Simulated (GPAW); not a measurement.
## Screening of a field by Cl/Mo(100)

How does Cl/Mo(100) screen a perpendicular field?

Method: GPAW, PAW setups; slab in vacuum, relaxation, in the first sound run; inputs show where later runs differ, in GPAW 26.7.0.

This is a report of a sequence of runs, with most program output left out.

## (1) Starting point

The cell holds 6 atoms: 5 Mo and 1 Cl. Its edges and angles: a = 3.150 Å, b = 3.150 Å, c = 25.805 Å, α = 90.0°, β = 90.0°, γ = 90.0°. Vacuum lies along c.

Coordinates:

```
Mo Cl
1.0
     3.15000    0.00000    0.00000
     0.00000    3.15000    0.00000
     0.00000    0.00000   25.80469
Mo Cl
5 1
Direct
  0.00000 0.00000 0.34877
  0.50000 0.50000 0.40981
  0.00000 0.00000 0.47084
  0.50000 0.50000 0.53188
  0.00000 0.00000 0.59292
  0.50000 0.50000 0.65123
```

## (2) Relaxation

Forces are removed first; all later runs use this geometry. The lowest 3 atoms are held at bulk positions and keep their forces.

File run.py:

```python
import json
import numpy as np
from ase import Atoms
from ase.constraints import FixAtoms
from ase.optimize import BFGS
from gpaw import GPAW, PW

slab = Atoms(
    ['Mo', 'Mo', 'Mo', 'Mo', 'Mo', 'Cl'],
    positions=[
        [0.00000, 0.00000, 9.00000],
        [1.57500, 1.57500, 10.57500],
        [0.00000, 0.00000, 12.15000],
        [1.57500, 1.57500, 13.72500],
        [0.00000, 0.00000, 15.30000],
        [1.57500, 1.57500, 16.80469]],
    cell=[[3.15, 0.0, 0.0], [0.0, 3.15, 0.0], [0.0, 0.0, 25.80469]],
    pbc=[True, True, False])

slab.calc = GPAW(mode=PW(400), xc='PBE', kpts={'size': (10, 10, 1), 'gamma': True},
                 occupations={'name': 'fermi-dirac', 'width': 0.1}, nbands='160%',
                 convergence={'density': 1e-05}, maxiter=200,
                 poissonsolver={'dipolelayer': 'xy'},
                 symmetry={'tolerance': 1e-3, 'extra_ids': [1, 1, 1, 0, 0, 0]}, txt='slab.txt')
result = {}
slab.set_constraint(FixAtoms([0, 1, 2]))
path = []
opt = BFGS(slab, maxstep=0.2)
opt.attach(lambda: path.append((slab.get_potential_energy(), slab.positions.tolist(), slab.get_forces().tolist())))
result['relaxed'] = bool(opt.run(fmax=0.03, steps=40))
result['path'] = path
energy = slab.get_potential_energy()
fermi = slab.calc.get_fermi_level()
v = slab.calc.get_electrostatic_potential().mean((0, 1)) - fermi
n = slab.calc.get_pseudo_density().mean((0, 1))
L = slab.cell[2, 2]
z = np.arange(len(v)) * L / len(v)
low, high = slab.positions[:, 2].min(), slab.positions[:, 2].max()
below, above = np.interp([low - 6.8, high + 6.8], z, v)
slopes = [np.interp(x, z, np.gradient(v, z)) for x in (low - 6.8, high + 6.8)]
eps = np.array([[slab.calc.get_eigenvalues(k, s) for k in range(len(slab.calc.get_ibz_k_points()))]
                for s in range(slab.calc.get_number_of_spins())]) - fermi
top, bottom = eps[eps < 0].max(), eps[eps > 0].min()
dipole = slab.get_dipole_moment()[2]
print(f'energy {energy:.4f} eV, Fermi level {fermi:.4f} eV, dipole {dipole:.5f} e A')
print(f'potential 6.8 A off the faces, from the Fermi level: lower {below:.4f} eV, upper {above:.4f} eV')
print(f'slope of the potential there: lower {slopes[0]:.5f}, upper {slopes[1]:.5f} eV/A')
print(f'nearest levels on the mesh: {top:.4f} and {bottom:.4f} eV')
print('magnetic moment', round(slab.get_magnetic_moment(), 3))
result.update(energy=energy, fermi=fermi, dipole=dipole, below=below, above=above, slopes=slopes, edges=[top, bottom],
              z=z.tolist(), v=v.tolist(), n=n.tolist(), positions=slab.positions.tolist(),
              forces=slab.get_forces(apply_constraint=False).tolist(), moments=slab.get_magnetic_moments().tolist())
json.dump(result, open('result.json', 'w'))
```

Run with:

```console
OMP_NUM_THREADS=1 OPENBLAS_NUM_THREADS=1 python run.py
```

Wall time 25 min (1 thread of Arm Neoverse V2, shared host); peak memory 0.3 GiB.

This run has no spin polarisation, although Mo can carry a moment.

Relaxation path:

```tsv
step	energy less that of the first step (eV)	largest force (eV/Å)
1	0.0000	0.8693
2	-0.0217	0.7878
3	-0.0893	0.3420
4	-0.0908	0.1910
5	-0.0917	0.1964
6	-0.0968	0.1545
7	-0.0984	0.1376
8	-0.1005	0.1441
9	-0.1015	0.1135
10	-0.1028	0.0343
11	-0.1030	0.0093
```

The atoms that moved most (Å):

```tsv
atom	dx	dy	dz	length
Cl6	0.000	0.000	0.175	0.175
Mo4	0.000	0.000	-0.043	0.043
```

The relaxed structure:

```cif
data_structure
_symmetry_space_group_name_H-M 'P 1'
_symmetry_Int_Tables_number 1
_cell_length_a 3.1500
_cell_length_b 3.1500
_cell_length_c 25.8047
_cell_angle_alpha 90.000
_cell_angle_beta 90.000
_cell_angle_gamma 90.000
_cell_volume 256.05
loop_
_atom_site_label
_atom_site_type_symbol
_atom_site_fract_x
_atom_site_fract_y
_atom_site_fract_z
_atom_site_occupancy
Mo1 Mo 0.00000 0.00000 0.34877 1
Mo2 Mo 0.50000 0.50000 0.40981 1
Mo3 Mo 0.00000 0.00000 0.47084 1
Mo4 Mo 0.50000 0.50000 0.53021 1
Mo5 Mo 0.00000 0.00000 0.59291 1
Cl6 Cl 0.50000 0.50000 0.65802 1
```

This step gave:

```
dipole along the normal                    : -0.07356 e·Å
levels nearest the Fermi level on the mesh : -0.01922, 0.002234 eV from the Fermi level
upper work function                        : 5.325 eV
lower work function                        : 3.976 eV
```

The electrostatic potential energy of an electron (without an applied field's), less the Fermi level, planar mean oscillates, so the rows of the table below give means over windows of 1.61 Å about each position, cut where the curve ends. Its maxima inside the range that stand out by 2 % of the span (Å: eV): 9.8: -7.38, 11.4: -7.95, 12.9: -8.50, 14.5: -6.82, 16.2: -3.79. Its minima: 9.0: -19.1, 10.5: -19.5, 12.1: -19.9, 13.7: -19.5, 15.3: -19.5, 17.0: -16.6.

Table of electrostatic potential energy of an electron (without an applied field's), less the Fermi level, planar mean by z; means over each step:

z (Å), electrostatic potential energy of an electron (without an applied field's), less the Fermi level, planar mean (eV) and a bar from the least value:
```
     0.81        4.1 ############################
     2.42        4.0 ############################
     4.02        4.0 ############################
     5.63        3.9 ############################
     7.24        2.7 ##########################
     8.85      -11.5 ###
    10.46      -13.2 #
    12.07      -13.6 
    13.68      -13.2 #
    15.29      -12.6 ##
    16.90       -8.0 #########
    18.51        4.6 #############################
    20.12        5.3 ##############################
    21.73        5.3 ##############################
    23.34        5.3 ##############################
    24.95        5.3 ##############################
```

The pseudo valence density, planar mean oscillates, so the rows of the table below give means over windows of 1.51 Å about each position, cut where the curve ends. Its maxima inside the range that stand out by 2 % of the span (Å: e/Å³): 9.0: 1.44, 10.5: 1.45, 12.3: 1.39, 13.8: 1.42, 15.3: 1.44, 16.8: 0.503. Its minima: 9.7: 0.509, 11.4: 0.484, 12.9: 0.511, 14.4: 0.481, 16.1: 0.356.

Table of pseudo valence density, planar mean by z; means over each step:

```tsv
z (Å)	pseudo valence density, planar mean (e/Å³)
3.78	1.7e-5
5.29	4.6e-4
6.80	0.0119
8.31	0.513
9.82	0.873
11.33	0.874
12.84	0.911
14.35	0.849
15.86	0.746
17.37	0.348
18.88	0.0132
20.39	9.5e-5
```

The relaxation lowered the energy of the cell by 0.103 eV (energies extrapolated to zero smearing; the optimiser's log prints free energies). The largest force left on a free atom is 0.0093 eV/Å.

## (3) The slab's potential

The work function is the vacuum plateau of the electrostatic potential less the Fermi level; a dipole layer lets the two faces have plateaus of their own.

This step: GPAW, PAW setups; slab in vacuum (GPAW 26.7.0).

run.py: that of step 2 with these lines changed.

```diff
@@ -3,4 +3,2 @@
 from ase import Atoms
-from ase.constraints import FixAtoms
-from ase.optimize import BFGS
 from gpaw import GPAW, PW
@@ -13,5 +11,5 @@
         [0.00000, 0.00000, 12.15000],
-        [1.57500, 1.57500, 13.72500],
-        [0.00000, 0.00000, 15.30000],
-        [1.57500, 1.57500, 16.80469]],
+        [1.57500, 1.57500, 13.68194],
+        [-0.00000, 0.00000, 15.29998],
+        [1.57500, 1.57500, 16.98002]],
     cell=[[3.15, 0.0, 0.0], [0.0, 3.15, 0.0], [0.0, 0.0, 25.80469]],
@@ -23,10 +21,4 @@
                  poissonsolver={'dipolelayer': 'xy'},
-                 symmetry={'tolerance': 1e-3, 'extra_ids': [1, 1, 1, 0, 0, 0]}, txt='slab.txt')
+                 symmetry={'tolerance': 1e-3}, txt='slab.txt')
 result = {}
-slab.set_constraint(FixAtoms([0, 1, 2]))
-path = []
-opt = BFGS(slab, maxstep=0.2)
-opt.attach(lambda: path.append((slab.get_potential_energy(), slab.positions.tolist(), slab.get_forces().tolist())))
-result['relaxed'] = bool(opt.run(fmax=0.03, steps=40))
-result['path'] = path
 energy = slab.get_potential_energy()
```

The job ended after 3 min (1 thread; peak memory 0.3 GiB).

Numbers from this step:

```
dipole along the normal                    : -0.07386 e·Å
levels nearest the Fermi level on the mesh : -0.01925, 0.002355 eV from the Fermi level
upper work function                        : 5.324 eV
```

The electrostatic potential energy of an electron (without an applied field's), less the Fermi level, planar mean oscillates, so the rows of the table below give means over windows of 1.61 Å about each position, cut where the curve ends. Its maxima inside the range that stand out by 2 % of the span (Å: eV): 9.8: -7.38, 11.4: -7.95, 12.9: -8.50, 14.5: -6.82, 16.2: -3.79. Its minima: 9.0: -19.1, 10.5: -19.5, 12.1: -19.9, 13.7: -19.5, 15.3: -19.5, 17.0: -16.6.

Table of electrostatic potential energy of an electron (without an applied field's), less the Fermi level, planar mean by z; means over each step:

```tsv
z (Å)	electrostatic potential energy of an electron (without an applied field's), less the Fermi level, planar mean (eV)
0.81	4.05
2.42	3.98
4.02	3.97
5.63	3.94
7.24	2.71
8.85	-11.5
10.46	-13.2
12.07	-13.6
13.68	-13.2
15.29	-12.6
16.90	-8.02
18.51	4.57
20.12	5.32
21.73	5.32
23.34	5.32
24.95	5.28
```

The pseudo valence density, planar mean oscillates, so the rows of the table below give means over windows of 1.51 Å about each position, cut where the curve ends. Its maxima inside the range that stand out by 2 % of the span (Å: e/Å³): 9.0: 1.44, 10.5: 1.45, 12.3: 1.39, 13.8: 1.42, 15.3: 1.44, 16.8: 0.503. Its minima: 9.7: 0.509, 11.4: 0.484, 12.9: 0.511, 14.4: 0.481, 16.1: 0.356.

The pseudo valence density, planar mean by z; means over each step:

```tsv
z (Å)	pseudo valence density, planar mean (e/Å³)
3.78	1.7e-5
5.29	4.6e-4
6.80	0.0119
8.31	0.513
9.82	0.873
11.33	0.874
12.84	0.911
14.35	0.849
15.86	0.746
17.37	0.348
18.88	0.0133
20.39	9.6e-5
```

Force by atom:

```tsv
atom	x (eV/Å)	y (eV/Å)	z (eV/Å)	size
Mo1	0.00	0.00	1.35	1.35
Mo2	0.00	0.00	-1.32	1.32
Mo3	0.00	0.00	-0.03	0.03
Mo4	0.00	0.00	0.01	0.01
Mo5	0.00	0.00	0.00	0.00
Cl6	0.00	0.00	-0.01	0.01
```

The potential is flat to 1.0e-4 eV/Å where it is read, so the vacuum is wide enough.

## (4) Field on

A uniform field along the normal polarises the slab; the atoms stay fixed, so this is the electronic response alone.

run.py: that of step 3 with these lines changed.

```diff
@@ -4,2 +4,3 @@
 from gpaw import GPAW, PW
+from gpaw.external import ConstantElectricField
 
@@ -21,2 +22,3 @@
                  poissonsolver={'dipolelayer': 'xy'},
+                 external=ConstantElectricField(-0.2, [0, 0, 1]),
                  symmetry={'tolerance': 1e-3}, txt='slab.txt')
```

Elapsed: 5.5 min, on 1 thread; peak memory 0.53 GiB.

This step gave:

* dipole along the normal: -0.1939 e·Å
* levels nearest the Fermi level on the mesh: -0.01174, 0.001642 eV from the Fermi level
* potential below the slab, the applied field's own ramp left out: 2.767 eV from the Fermi level
* potential above the slab, the applied field's own ramp left out: 6.303 eV from the Fermi level

Electrostatic potential energy of an electron (without an applied field's), less the Fermi level, planar mean against z:

z (Å), electrostatic potential energy of an electron (without an applied field's), less the Fermi level, planar mean (eV) and a bar from the least value:
```
      0.0        4.5 ############################
      0.5        2.8 ##########################
      1.0        2.8 ##########################
      1.5        2.8 ##########################
      2.0        2.8 ##########################
      2.5        2.8 ##########################
      3.0        2.8 ##########################
      3.5        2.8 ##########################
      4.0        2.8 ##########################
      4.5        2.8 ##########################
      5.0        2.8 ##########################
      5.5        2.8 ##########################
      6.0        2.7 ##########################
      6.5        2.6 ##########################
      7.0        2.4 #########################
      7.5        1.5 ########################
      8.0       -1.1 #####################
      8.5       -9.5 ############
      9.0      -19.7 
      9.5      -11.2 ##########
     10.0       -9.7 ############
     10.5      -19.6 
     11.0      -12.9 ########
     11.5       -8.9 ############
     12.0      -18.7 #
     12.5      -14.6 ######
     13.0       -8.8 #############
     13.5      -17.7 ##
     14.0      -14.3 ######
     14.5       -6.5 ###############
     15.0      -14.8 ######
     15.5      -16.7 ###
     16.0       -5.1 #################
     16.5       -5.5 ################
     17.0      -15.6 #####
     17.5       -1.6 #####################
     18.0        4.7 ############################
     18.5        6.0 ##############################
     19.0        6.2 ##############################
     19.5        6.3 ##############################
     20.0        6.3 ##############################
     20.5        6.3 ##############################
     21.0        6.3 ##############################
     21.5        6.3 ##############################
     22.0        6.3 ##############################
     22.5        6.3 ##############################
     23.0        6.3 ##############################
     23.5        6.3 ##############################
     24.0        6.3 ##############################
     24.5        6.3 ##############################
     25.0        6.3 ##############################
     25.5        5.9 ##############################
```

Force by atom:

```tsv
atom	x (eV/Å)	y (eV/Å)	z (eV/Å)	size
Mo1	0.00	0.00	1.35	1.35
Mo2	0.00	0.00	-1.33	1.33
Mo3	0.00	0.00	-0.03	0.03
Mo4	0.00	0.00	0.01	0.01
Mo5	0.00	0.00	-0.03	0.03
Cl6	0.00	0.00	0.02	0.02
```

The dipole is now -0.194 e Å, against -0.074 in the run without a field.

## (5) Field on

run.py: that of step 4 with these lines changed.

```diff
@@ -22,3 +22,3 @@
                  poissonsolver={'dipolelayer': 'xy'},
-                 external=ConstantElectricField(-0.2, [0, 0, 1]),
+                 external=ConstantElectricField(-0.1, [0, 0, 1]),
                  symmetry={'tolerance': 1e-3}, txt='slab.txt')
```

The job ended after 6.2 min (1 thread; peak memory 0.54 GiB).

This step gave:

| Quantity | Value |
| --- | --- |
| dipole along the normal | -0.1340 e·Å |
| levels nearest the Fermi level on the mesh | -0.02006, 0.002177 eV from the Fermi level |
| potential below the slab, the applied field's own ramp left out | 3.370 eV from the Fermi level |
| potential above the slab, the applied field's own ramp left out | 5.813 eV from the Fermi level |

The electrostatic potential energy of an electron (without an applied field's), less the Fermi level, planar mean oscillates, so the rows of the table below give means over windows of 1.61 Å about each position, cut where the curve ends. Its maxima inside the range that stand out by 2 % of the span (Å: eV): 9.8: -7.69, 11.4: -8.11, 12.9: -8.50, 14.5: -6.65, 16.2: -3.46, 25.4: 5.81. Its minima: 9.0: -19.5, 10.5: -19.8, 12.1: -19.9, 13.7: -19.5, 15.3: -19.3, 17.0: -16.2.

Table of electrostatic potential energy of an electron (without an applied field's), less the Fermi level, planar mean by z; means over each step:

```tsv
z (Å)	electrostatic potential energy of an electron (without an applied field's), less the Fermi level, planar mean (eV)
0.81	3.51
2.42	3.37
4.02	3.37
5.63	3.33
7.24	2.16
8.85	-11.9
10.46	-13.4
12.07	-13.6
13.68	-13.1
15.29	-12.3
16.90	-7.63
18.51	5.05
20.12	5.81
21.73	5.81
23.34	5.81
24.95	5.74
```

Force by atom:

```tsv
atom	x (eV/Å)	y (eV/Å)	z (eV/Å)	size
Mo1	0.00	0.00	1.35	1.35
Mo2	0.00	0.00	-1.32	1.32
Mo3	0.00	0.00	-0.03	0.03
Mo4	0.00	0.00	0.01	0.01
Mo5	0.00	0.00	-0.01	0.01
Cl6	0.00	0.00	0.01	0.01
```

The dipole is now -0.134 e Å, against -0.074 in the run without a field.

## (6) In a field

run.py: that of step 5 with these lines changed.

```diff
@@ -22,3 +22,3 @@
                  poissonsolver={'dipolelayer': 'xy'},
-                 external=ConstantElectricField(-0.1, [0, 0, 1]),
+                 external=ConstantElectricField(-0.05, [0, 0, 1]),
                  symmetry={'tolerance': 1e-3}, txt='slab.txt')
```

It took 6 min on 1 thread; peak memory 0.53 GiB.

The electrostatic potential energy of an electron (without an applied field's), less the Fermi level, planar mean oscillates, so the rows of the table below give means over windows of 1.61 Å about each position, cut where the curve ends. Its maxima inside the range that stand out by 2 % of the span (Å: eV): 9.8: -7.53, 11.4: -8.03, 12.9: -8.50, 14.5: -6.74, 16.2: -3.62, 25.4: 5.57. Its minima: 9.0: -19.3, 10.5: -19.7, 12.1: -19.9, 13.7: -19.5, 15.3: -19.4, 17.0: -16.4.

Table of electrostatic potential energy of an electron (without an applied field's), less the Fermi level, planar mean by z; means over each step:

```tsv
z (Å)	electrostatic potential energy of an electron (without an applied field's), less the Fermi level, planar mean (eV)
0.81	3.78
2.42	3.67
4.02	3.67
5.63	3.64
7.24	2.43
8.85	-11.7
10.46	-13.3
12.07	-13.6
13.68	-13.1
15.29	-12.5
16.90	-7.83
18.51	4.81
20.12	5.56
21.73	5.57
23.34	5.57
24.95	5.51
```

## (7) In a field

run.py: that of step 6 with these lines changed.

```diff
@@ -22,3 +22,3 @@
                  poissonsolver={'dipolelayer': 'xy'},
-                 external=ConstantElectricField(-0.05, [0, 0, 1]),
+                 external=ConstantElectricField(0.05, [0, 0, 1]),
                  symmetry={'tolerance': 1e-3}, txt='slab.txt')
```

The job ended after 6.8 min (1 thread; peak memory 0.53 GiB).

The electrostatic potential energy of an electron (without an applied field's), less the Fermi level, planar mean oscillates, so the rows of the table below give means over windows of 1.61 Å about each position, cut where the curve ends. Its maxima inside the range that stand out by 2 % of the span (Å: eV): 9.8: -7.22, 11.4: -7.88, 12.9: -8.50, 14.5: -6.90, 16.2: -3.95. Its minima: 9.0: -18.9, 10.5: -19.4, 12.1: -19.8, 13.7: -19.6, 15.3: -19.7, 17.0: -16.8.

Electrostatic potential energy of an electron (without an applied field's), less the Fermi level, planar mean against z; means over each step:

```tsv
z (Å)	electrostatic potential energy of an electron (without an applied field's), less the Fermi level, planar mean (eV)
0.81	4.33
2.42	4.28
4.02	4.28
5.63	4.24
7.24	2.99
8.85	-11.3
10.46	-13.1
12.07	-13.5
13.68	-13.2
15.29	-12.7
16.90	-8.21
18.51	4.34
20.12	5.08
21.73	5.08
23.34	5.08
24.95	5.06
```

## (8) Field on

run.py: that of step 7 with these lines changed.

```diff
@@ -22,3 +22,3 @@
                  poissonsolver={'dipolelayer': 'xy'},
-                 external=ConstantElectricField(0.05, [0, 0, 1]),
+                 external=ConstantElectricField(0.1, [0, 0, 1]),
                  symmetry={'tolerance': 1e-3}, txt='slab.txt')
```

Wall time 6.3 min (1 thread); peak memory 0.53 GiB.

(Part 1 of 2 ends here.)

[Logs are printed without paths, hosts, clocks, repeated set-up lines and the standing remarks that a program may print on its own settings, such as how far it seeks lower states.]

[Hosts, paths, dates, database ids (printed as entryN), source tags and the programs' standing remarks are cut or masked in the printed files.]
